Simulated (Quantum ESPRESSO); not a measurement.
# BN (F-43m): a worked LO-TO splitting

How high does the longitudinal optical mode of BN (F-43m) lie, given the transverse one, the Born charge and ε∞?

Main program and level: Quantum ESPRESSO 7.5; DFT PBE, scalar-relativistic, plane waves, PseudoDojo norm-conserving pseudopotentials.

## Step 1: The relaxed structure

It takes space group F-43m (No. 216, cubic). The conventional cell has a = 3.623 Å, b = 3.623 Å, c = 3.623 Å, α = 90.00°, β = 90.00°, γ = 90.00°. Nearest to B lie 4 N at 1.57 Å. N has 4 B at 1.57 Å nearest. Farther neighbours and most contacts between anions are not listed.

This is the cell after its relaxation at this level of theory, not the database cell from which that began.

## Step 2: What the response run gave

A linear-response run on the relaxed cell, with the response to an electric field; only its zone-centre results are used. Cutoff 92 Ry, k mesh 12×12×12.

What it wrote:

```text
[banners, grids, parts of the stress and lines that vanish by symmetry left out]
Program PHONON v.7.5
     Reading xml data from directory:

[...]
Exchange-correlation= PBE
                           (   1   4   3   4   0   0   0)
[...]
kinetic-energy cut-off    =      92.0000  Ry
     charge density cut-off    =     368.0000  Ry
     convergence threshold     =      1.0E-18
[...]
Exchange-correlation= PBE
                           (   1   4   3   4   0   0   0)
[...]
q = (   0.0000000   0.0000000   0.0000000 )
     25 Sym.Ops. (with q -> -q+G )
     G cutoff =  437.0300  (   9577 G-vectors)     FFT grid: ( 30, 30, 30)
     number of k points=    72
[...]
Mode symmetry, T_d (-43m)  point group:
[...]
Dielectric constant
[...]
End of electric fields calculation
          Dielectric constant in cartesian axis
          (       4.550634691      -0.000000000      -0.000000000 )
          (      -0.000000000       4.550634691       0.000000000 )
          (      -0.000000000       0.000000000       4.550634691 )
          Effective charges (d Force / dE) in cartesian axis without acoustic sum rule applied (asr)
           atom    1  B     Mean Z*:        1.91008
      Ex  (        1.91008        0.00000        0.00000 )
      Ey  (        0.00000        1.91008       -0.00000 )
      Ez  (        0.00000       -0.00000        1.91008 )
           atom    2  N     Mean Z*:       -1.91010
      Ex  (       -1.91010       -0.00000        0.00000 )
      Ey  (        0.00000       -1.91010        0.00000 )
      Ez  (        0.00000        0.00000       -1.91010 )
          Effective charges Sum: Mean:       -0.00002
[...]
Effective charges (d Force / dE) in cartesian axis with asr applied:
           atom    1  B     Mean Z*:        1.91009
[...]
atom    2  N     Mean Z*:       -1.91009
[...]
Representation #   1 modes #   1   2   3
[...]
End of self-consistent calculation
     Convergence has been achieved
     Representation #   2 modes #   4   5   6
[...]
End of self-consistent calculation
     Convergence has been achieved
[...]
Dielectric constant in cartesian axis
          (       4.550634691      -0.000000000      -0.000000000 )
          (      -0.000000000       4.550634691       0.000000000 )
          (      -0.000000000       0.000000000       4.550634691 )
          Effective charges (d Force / dE) in cartesian axis without acoustic sum rule applied (asr)
           atom    1  B     Mean Z*:        1.91008
      Ex  (        1.91008        0.00000        0.00000 )
      Ey  (        0.00000        1.91008       -0.00000 )
      Ez  (        0.00000       -0.00000        1.91008 )
           atom    2  N     Mean Z*:       -1.91010
      Ex  (       -1.91010       -0.00000        0.00000 )
      Ey  (        0.00000       -1.91010        0.00000 )
      Ez  (        0.00000        0.00000       -1.91010 )
          Effective charges Sum: Mean:       -0.00002
[...]
Effective charges (d Force / dE) in cartesian axis with asr applied:
           atom    1  B     Mean Z*:        1.91009
[...]
atom    2  N     Mean Z*:       -1.91009
[...]
q = (    0.000000000   0.000000000   0.000000000 )
[...]
freq (    1) =      -0.060582 [THz] =      -2.020803 [cm-1]
     freq (    2) =      -0.060582 [THz] =      -2.020803 [cm-1]
     freq (    3) =      -0.060582 [THz] =      -2.020803 [cm-1]
     freq (    4) =      30.856060 [THz] =    1029.247378 [cm-1]
     freq (    5) =      30.856060 [THz] =    1029.247378 [cm-1]
     freq (    6) =      30.856060 [THz] =    1029.247378 [cm-1]
[...]
Mode symmetry, T_d (-43m)  point group:
     freq (   1-   3) =         -2.0  [cm-1]   --> T_2  G_15 P_4   I+R
     freq (   4-   6) =       1029.2  [cm-1]   --> T_2  G_15 P_4   I+R

   JOB DONE.
```

```
                       quantity   value
             cell volume Ω (Å³)  11.893
                  mass of B (u)  10.810
                  mass of N (u)  14.007
      Born charge of B, raw (e)   1.910
      Born charge of N, raw (e)  -1.910
                             ε∞   4.551
ω(TO) after the sum rule (cm⁻¹)  1029.2
```

## Step 3: The calculation

The charges must sum to zero over the cell; taking off their mean, 0.000 e, leaves Z* = 1.910 e on B. In the polar mode B moves against N, so the reduced mass is μ = 10.81 × 14.01 / 24.82 = 6.101 u.

A longitudinal wave builds up a field that adds to the restoring force: ω(LO)² = ω(TO)² + 4π Z*² / (μ Ω ε∞), in Hartree atomic units. With μ = 11122 electron masses and Ω = 80.26 bohr³ the second term is 1.1287e-05 Ha², or 543708 cm⁻² (1 Ha = 219474.6 cm⁻¹).

So ω(LO) = √(1059356 + 543708) = 1266.1 cm⁻¹, and by the Lyddane-Sachs-Teller relation ε₀ = ε∞ (ω(LO)/ω(TO))² = 6.89.

## Step 4: Check against the program

The analysis program adds the same non-analytic term to the full matrix, here for q along (1 0 0).

What it wrote:

```text
[banner, memory and clock lines left out]
Program DYNMAT v.7.5

     Reading Dynamical Matrix from file g.dyn
     ...Force constants read
     ...epsilon and Z* read

     Polarizability (A^3 units)
     multiply by 0.457971 for Clausius-Mossotti correction
         3.360271   -0.000000   -0.000000
        -0.000000    3.360271    0.000000
        -0.000000    0.000000    3.360271

     IR activities are in (D/A)^2/amu units

# mode   [cm-1]    [THz]      IR
    1     -0.00   -0.0000    0.0000
    2      0.00    0.0000    0.0000
    3      0.00    0.0000    0.0000
    4   1029.25   30.8561   13.7960
    5   1029.25   30.8561   13.7960
    6   1266.12   37.9572   13.7960
```

ε₀ comes from the program's run without a direction of q.

```
    quantity  by hand  program
ω(LO) (cm⁻¹)   1266.1   1266.1
          ε₀     6.89     6.89
```

## Step 5: Summary of results

```
TO mode                    : 1029 cm⁻¹
LO mode                    : 1266 cm⁻¹
static dielectric constant : 6.886
```

**Reading.** The LO mode of BN (F-43m) lies at 1266 cm⁻¹, 237 cm⁻¹ above the TO mode; the formula meets the program within 0.1 cm⁻¹, as it must for a cubic crystal with one polar mode. ω(LO)² − ω(TO)² goes with Z*²/ε∞: an error of 5 % in ε∞ would move the LO mode by 10.3 cm⁻¹, and semilocal functionals tend to overestimate ε∞. These are harmonic values at zero temperature, at the volume of this functional, for the structure held cubic; stability elsewhere in the zone is no part of this calculation.

[Host names and launcher messages were left out of these logs when they were recorded.]

[Logs are printed without paths, hosts, clocks, repeated set-up lines and the standing remarks that a program may print on its own settings, such as how far it seeks lower states.]

[Hosts, paths, dates, database ids (printed as entryN), source tags and the programs' standing remarks are cut or masked in the printed files.]
